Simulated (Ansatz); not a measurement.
# Moving the knobs of a GW run on CsPbCl3 (Pm-3m)

A base run on CsPbCl3 (Pm-3m), then changed inputs.

Calculated with Ansatz 0.2.0; G0W0 on PBE, plane waves, norm-conserving pseudopotentials.

**1. Starting point**

Symmetry: Pm-3m, No. 221, cubic system. The conventional cell has a = 5.605 Å, b = 5.605 Å, c = 5.605 Å, α = 90.00°, β = 90.00°, γ = 90.00°. Nearest to Cs lie 12 Cl at 3.96 Å. Nearest to Pb lie 6 Cl at 2.80 Å. Cl has 2 Pb at 2.80 Å and 4 Cs at 3.96 Å nearest. Farther neighbours and most contacts between anions are not listed.

Coordinates:

```cif
data_structure
_symmetry_space_group_name_H-M 'Pm-3m'
_symmetry_Int_Tables_number 221
_cell_length_a 5.6050
_cell_length_b 5.6050
_cell_length_c 5.6050
_cell_angle_alpha 90.000
_cell_angle_beta 90.000
_cell_angle_gamma 90.000
_cell_volume 176.09
loop_
_atom_site_label
_atom_site_type_symbol
_atom_site_symmetry_multiplicity
_atom_site_Wyckoff_symbol
_atom_site_fract_x
_atom_site_fract_y
_atom_site_fract_z
_atom_site_occupancy
Cs1 Cs 1 a 0.00000 0.00000 0.00000 1
Pb1 Pb 1 b 0.50000 0.50000 0.50000 1
Cl1 Cl 3 c 0.50000 0.50000 0.00000 1
```

The cell and positions come from the Crystallography Open Database and are kept as given unless a step says otherwise. Spin-orbit coupling is left out unless a step names it.

**2. The base run: 2×2×2 mesh, 399 empty bands, screening to 100 eV, norm-conserving files**

Now the one-shot GW correction: screening in the RPA, then the self-energy of the levels asked for. This step takes norm-conserving files.

Input file input.yaml:

```yaml
crystal:
  lattice:
    - [5.605, 0.0, 0.0]
    - [0.0, 5.605, 0.0]
    - [0.0, 0.0, 5.605]
  atoms:
    - { symbol: Cs, position: [0.0, 0.0, 0.0] }
    - { symbol: Pb, position: [0.5, 0.5, 0.5] }
    - { symbol: Cl, position: [0.5, 0.5, 0.0] }
    - { symbol: Cl, position: [0.0, 0.5, 0.5] }
    - { symbol: Cl, position: [0.5, 0.0, 0.5] }
kpoints:
  mp_grid: { grid: [2, 2, 2] }
hamiltonian:
  xc: pbe
  pseudopotentials: { kind: nc }
scf:
  occupations: { method: fixed }
gw:
  n_empty_bands: 399
  ecut_chi: 100
  qp_bands: [v2, c2]
  qp_kpoints: band_edges
  screening: { model: contour_deformation }
```

Command:

```sh
$ ansatz run input.yaml --threads 2 --pin off --max-ram 92160MiB --backend cuda --events-out ev --progress --plain --runs-dir out --devices 1 --max-vram 13GiB
```

Numbers of over 12 decimals in the logs are rounded to 6 here.

Log:

```text
GPUs: using 1 of 1 available (devices: 1).
Engine: ansatz 0.2.0, x86_64-unknown-linux-gnu
Pseudopotentials: kind: nc
Pseudopotential: Cs, nc, valence charge 9, recommended cutoff 680.284656 eV (normal), Cs.nc.azcp
Pseudopotential: Pb, nc, valence charge 14, recommended cutoff 850 eV (normal), Pb.nc.azcp (PseudoDojo's, or run here from an input of PseudoDojo's: the run reads no file of this project's for it)
Pseudopotential: Cl, nc, valence charge 7, recommended cutoff 789.130201 eV (normal), Cl.nc.azcp (PseudoDojo's, or run here from an input of PseudoDojo's: the run reads no file of this project's for it)
Functional definition: PBE
  parameter kappa = 0.804
  parameter beta = 0.066725
  exchange = pbe_x(kappa = kappa, mu = beta*pi^2/3)
  correlation = pbe_c(beta = beta)
device memory: the entry about to start is reckoned to put 2.4 GiB on a device that reports 59.3 GiB free (of which the cap on the GPU budget leaves the run 13.0 GiB)
GPU FFT provider: cuFFT
GPU libraries: cuBLAS 13.8.2, cuFFT 12.4.0, cuSOLVER 12.3.4
Crystal: 5 atoms, lattice volume = 176.087 Å³
Basis set: ecut = 850 eV, 9843 PW (Γ)
Bands: 27, of which v1, the nominal top of the filled ones, is band 22 counted from 1 (21 counted from 0)
Symmetry: 48 space group operations
Space group: Pm-3m (ITA 221), of the structure as read, at distance tolerance 5.6e-5 Å
k-points: 4 of 8
Non-local potential: Cs, projectors of the file, l = 0: 2, l = 1: 2, l = 2: 2, l = 3: 2
Non-local potential: Pb, projectors of the file, l = 0: 3, l = 1: 2, l = 2: 2, l = 3: 1
Non-local potential: Cl, projectors of the file, l = 0: 2, l = 1: 2, l = 2: 2
Initial density: superposition of atomic densities (chi_scale 0.1, normalization cell, long waves kept (reshape's long-wave potential 0.01 eV rms))
Initial wavefunctions: pseudopotential atomic-orbital guess
GPU buffer pool allocated for 157464 grid points (all kernels)
GPU transforms: local potential and band sums: pruned to the plane-wave sphere, on 54×54×54
Functional: x = pbe(κ = 0.804, μ = 0.219515), c = pbe(β = 0.066725)
SCF iter   1: F=—  HF=-3884.251317 eV  |F-HF|=—  |Δ(HF+E_count)|=         —  Δρ=2.28e-2  dr2=2.22e0  ethr=3.10e-3  ⟨swp⟩=5.0  Hψ=478  notcnv=0  defer=8
preconditioner: auto → Resta (q_TF=auto, 2.165 Å⁻¹)  ε∞=3.1  [insulator: Δε(μ)=1.659 eV  Ē_g=12.645 eV  n_scr=26 (ndim 8)  ℏωp=18.1 eV  f_vac=0.014  ε∞_Penn≈3.1]
SCF iter   2: F=—  HF=-3883.510814 eV  |F-HF|=—  |Δ(HF+E_count)|=   7.41e-1  Δρ=1.15e-2  dr2=7.75e-1  ethr=3.10e-3  ⟨swp⟩=2.8  Hψ=200  notcnv=0  defer=9
SCF iter   3: F=—  HF=-3883.138016 eV  |F-HF|=—  |Δ(HF+E_count)|=   3.73e-1  Δρ=2.75e-3  dr2=2.76e-2  ethr=1.76e-3  ⟨swp⟩=3.5  Hψ=220  notcnv=0  defer=10
[...]
NSCF: frozen V_eff on 4 k-points
[...]
device memory: the entry about to start is reckoned to put 4.0 GiB on a device that reports 59.3 GiB free (of which the cap on the GPU budget leaves the run 13.0 GiB)
NSCF: frozen V_eff on 4 k-points
G₀W₀ screening: q 1/4
[... further progress lines ...]
SCF converged after 7 iterations
Free energy (F): -3883.134976 eV
Harris-Foulkes:  -3883.134976 eV  (|F-HF|=3.22e-8)
Internal energy: -3883.134976 eV  (E = F + TS)
E sigma→0 (E₀):  -3883.134976 eV
Fermi energy:    4.219545 eV
--- Per-component energies (eV) ---
  E_band       = -228.782351
  E_kinetic    = 1542.269231
  E_local      = -2894.480462  (includes V_loc(G=0)·N_el)
  E_nonlocal   = -10.188906
  E_hartree    = 946.269520
  E_xc         = -1086.805056
  E_vxc        = -758.923097  (∫ρ·V_xc dr)
  E_ewald      = -2380.199303
  E_smearing   = -0.000000  (= −TS)
  E_closure    = 0.000000  (closes the sum)
  Σ components = -3883.134976   (vs F -3883.134976, Δ=0.00e0)
--- Band table (eV) ---
  k-point 0: bands = [... 18 lower, 1.6258, 1.7350, 1.7350, 1.7350, 7.5717, 8.5132, 8.5132, 9.4145, ... 1 higher]
  k-point 1: bands = [... 18 lower, 1.5261, 1.6232, 1.6232, 2.5525, 7.1828, 8.9122, 9.4286, 9.5262, ... 1 higher]
  k-point 2: bands = [... 18 lower, 1.4382, 1.5125, 2.0471, 3.4118, 6.6791, 6.6791, 9.1136, 9.6140, ... 1 higher]
  k-point 3: bands = [... 18 lower, 2.0573, 2.0573, 2.0573, 4.2195, 6.0957, 6.0957, 6.0957, 9.3252, ... 1 higher]
--- G₀W₀: contour deformation, 6 samples at zero and on the imaginary axis and 1 off it, 8 q-points, 399 empty bands' worth ---
  eigenvalues of the whole cell's RPA ε∞ on this k-mesh (on a slab, of 1 + 4πα/V) = 7.6552, 7.6552, 7.6552; static W/v taken at q = 0 is 0.130629
  bands read: the sum over 421 bands ends inside a degenerate multiplet in 2 slots, whose members it reads at an even weight; the widest, k=3: bands 420 to 422 (counted from 1) at 2/3 each
  gw.qp_kpoints: band_edges: 4 of 4 stored k-points solved, in 1 pass; an edge of the gap read off the rows below is read off those points alone
    ik  band        ε_KS         Σx   Σc(E_QP)       V_xc       Z   E_QP_lin       E_QP  E_QP is
     0    21      1.7350   -20.6662     3.4176   -16.2372  0.7220     0.6819     0.7236  root
     0    22      1.7350   -20.6662     3.4176   -16.2372  0.7220     0.6819     0.7236  root
     0    23      7.5717    -3.7007    -3.5878    -7.4083  0.7993     7.6919     7.6915  root
     0    24      8.5132    -3.3650    -3.5501    -7.1830  0.7987     8.7830     8.7811  root
     1    21      1.6232   -20.3559     3.4561   -15.8563  0.7211     0.5344     0.5796  root
     1    22      2.5525   -21.2120     2.5763   -17.8280  0.7373     1.7222     1.7448  root
     1    23      7.1828    -9.1997    -3.8201   -13.6234  0.7663     7.7978     7.7864  root
     1    24      8.9122    -4.3946    -3.6810    -8.3931  0.7918     9.2325     9.2297  root
[...]
3    21      2.0573   -20.9288     3.3976   -16.5127  0.7242     0.9977     1.0388  root
     3    22      4.2195   -21.0484     1.7454   -18.6899  0.7526     3.5956     3.6066  root
     3    23      6.0957    -7.5716    -3.6670   -11.6922  0.7785     6.5552     6.5494  root
     3    24      6.0957    -7.5716    -3.6670   -11.6922  0.7785     6.5552     6.5494  root
```

Wall time 9.6 s (1 × NVIDIA H100 80GB HBM3 (shared by 6 runs) with 2 threads of AMD EPYC 7R13 (Zen 3), shared host); peak memory 1.6 GiB.

This step gave:

```yaml
bands_summed: 421
rpa_eps_infinity_on_this_mesh_eigenvalues: 7.655, 7.655, 7.655
plane_waves_in_the_screening_matrix: 389
q_points_in_the_mesh: 8
g0w0_gap_on_the_mesh: 2.943 eV
k_of_the_valence_top: -0.5, -0.5, -0.5
k_of_the_conduction_bottom: -0.5, -0.5, -0.5
starting_gap_on_the_mesh: 1.876 eV
z_at_the_valence_top: 0.7526
z_at_the_conduction_bottom: 0.7785
least_direct_g0w0_gap_on_the_computed_points: 2.943 eV
```

The gap on the mesh goes from 1.88 eV to 2.94 eV, a correction of +1.07 eV. Between the two edge states, bare exchange in place of the xc potential would open the gap by 6.48 eV, and correlation takes back 5.41 eV.

**3. Variant: norm-conserving files, smooth pair densities**

Edit input.yaml of step 2 so:

```diff
@@ -19,4 +19,4 @@
 gw:
-  n_empty_bands: 399
-  ecut_chi: 100
+  n_empty_bands: 286
+  ecut_chi: 80
   qp_bands: [v2, c2]
@@ -24 +24,2 @@
   screening: { model: contour_deformation }
+  pair_densities: pseudo
```

Log:

```text
GPUs: using 1 of 1 available (devices: 1).
[...]
GPU FFT provider: cuFFT
GPU libraries: cuBLAS 13.8.2, cuFFT 12.4.0, cuSOLVER 12.3.4
Crystal: 5 atoms, lattice volume = 176.087 Å³
Basis set: ecut = 850 eV, 9843 PW (Γ)
Bands: 27, of which v1, the nominal top of the filled ones, is band 22 counted from 1 (21 counted from 0)
[... 1 set-up line as in the run before ...]
[...]
k-points: 4 of 8
[...]
GPU buffer pool allocated for 157464 grid points (all kernels)
[...]
SCF iter   1: F=—  HF=-3884.251317 eV  |F-HF|=—  |Δ(HF+E_count)|=         —  Δρ=2.28e-2  dr2=2.22e0  ethr=3.10e-3  ⟨swp⟩=5.0  Hψ=478  notcnv=0  defer=8
[...]
SCF iter   7: F=-3883.134976 eV  HF=-3883.134976 eV  |F-HF|=3.22e-8  |Δ(HF+E_count)|=   2.92e-6  Δρ=3.28e-6  dr2=1.29e-8  ethr=2.27e-10  ⟨swp⟩=13.5  Hψ=636  notcnv=0
SCF 1 converged in 7 iterations: F = -3883.134976 eV  dr2 = 1.29e-8
[...]
NSCF: frozen V_eff on 4 k-points
[...]
G₀W₀ screening: q 1/4
[... further progress lines ...]
SCF converged after 7 iterations
Free energy (F): -3883.134976 eV
[...]
Internal energy: -3883.134976 eV  (E = F + TS)
E sigma→0 (E₀):  -3883.134976 eV
Fermi energy:    4.219545 eV
[...]
--- Band table (eV) ---
  k-point 0: bands = [... 18 lower, 1.6258, 1.7350, 1.7350, 1.7350, 7.5717, 8.5132, 8.5132, 9.4145, ... 1 higher]
  k-point 1: bands = [... 18 lower, 1.5261, 1.6232, 1.6232, 2.5525, 7.1828, 8.9122, 9.4286, 9.5262, ... 1 higher]
  k-point 2: bands = [... 18 lower, 1.4382, 1.5125, 2.0471, 3.4118, 6.6791, 6.6791, 9.1136, 9.6140, ... 1 higher]
  k-point 3: bands = [... 18 lower, 2.0573, 2.0573, 2.0573, 4.2195, 6.0957, 6.0957, 6.0957, 9.3252, ... 1 higher]
[...]
0    21      1.7350   -18.6129     3.5238   -14.0090  0.7232     0.6058     0.6550  root
     0    22      1.7350   -18.6129     3.5238   -14.0090  0.7232     0.6058     0.6550  root
     0    23      7.5717    -2.6892    -3.5769    -6.3471  0.7996     7.6528     7.6526  root
     0    24      8.5132    -2.8813    -3.5223    -6.6363  0.7983     8.7474     8.7460  root
     1    21      1.6232   -18.4166     3.5604   -13.7473  0.7223     0.4614     0.5143  root
     1    22      2.5525   -18.4374     2.6442   -14.8731  0.7381     1.6014     1.6324  root
     1    23      7.1828    -7.7700    -3.1889   -11.2935  0.7655     7.5207     7.5175  root
     1    24      8.9122    -3.4035    -3.6195    -7.2703  0.7917     9.1611     9.1594  root
[...]
3    21      2.0573   -18.8309     3.5035   -14.2365  0.7254     0.9173     0.9664  root
     3    22      4.2195   -18.1352     1.8600   -15.3267  0.7527     3.2406     3.2710  root
     3    23      6.0957    -6.5437    -3.1345    -9.9203  0.7778     6.3392     6.3377  root
     3    24      6.0957    -6.5437    -3.1345    -9.9203  0.7778     6.3392     6.3377  root
```

Run time: 13 s. Hardware: 1 × NVIDIA H100 80GB HBM3 (shared by 6 runs) with 2 threads; peak memory 1.4 GiB; 10 s of CPU time.

The G0W0 gap on the mesh is 3.067 eV.

Against the base:

```
              setting  base  variant
          empty bands   399      286
screening cutoff (eV)   100       80
       pair densities     -   pseudo
```

```
                                    quantity  variant   base
                    starting gap on the mesh    1.876  1.876
                        G0W0 gap on the mesh    3.067  2.943
least direct G0W0 gap on the computed points    3.067  2.943
                        Z at the valence top    0.753  0.753
                  Z at the conduction bottom    0.778  0.778
```

**4. What came out**

```yaml
base: 2.94 eV, 9.6 s
norm_conserving_files_smooth_pair_densities: 3.07 eV, 13 s
```

In words: Norm-conserving files, smooth pair densities: the gap moves by +0.12 eV. The variant differs from the base in empty bands, screening cutoff and pair densities together, so the change can't be laid to one of them. All runs here use a coarse mesh and modest cutoffs; they test settings and are not final values. The 2×2×2 mesh is coarse for this cell (its supercell is 11 Å along the shortest edge). The RPA ε∞ on it, from the PBE start, is 7.66; such meshes misread the long-range screening, most where the gap is narrow. Where an edge is built on 6p states of lead, bismuth or thallium, scalar-relativistic gaps usually stand too wide, by a few tenths to over one eV. This is the ideal cubic cell; many perovskites, halides above all, are cubic only on average, and local tilts or off-centring can widen the gap. The many-body steps are scalar-relativistic: spin-orbit coupling is not in them.

[Paths, hosts, dates, memory and timing lines, banners, echoed tables and standing remarks are left out of the program output.]

[Logs are printed without paths, hosts, clocks, repeated set-up lines and the standing remarks that a program may print on its own settings, such as how far it seeks lower states.]

[Runs of the session that timed out or met a known fault of the program may be left out.]

[Cells called generated may have been cut or substituted from an entry of the Crystallography Open Database or the Materials Project.]

[Hosts, paths, dates, database ids (printed as entryN), source tags and the programs' standing remarks are cut or masked in the printed files.]
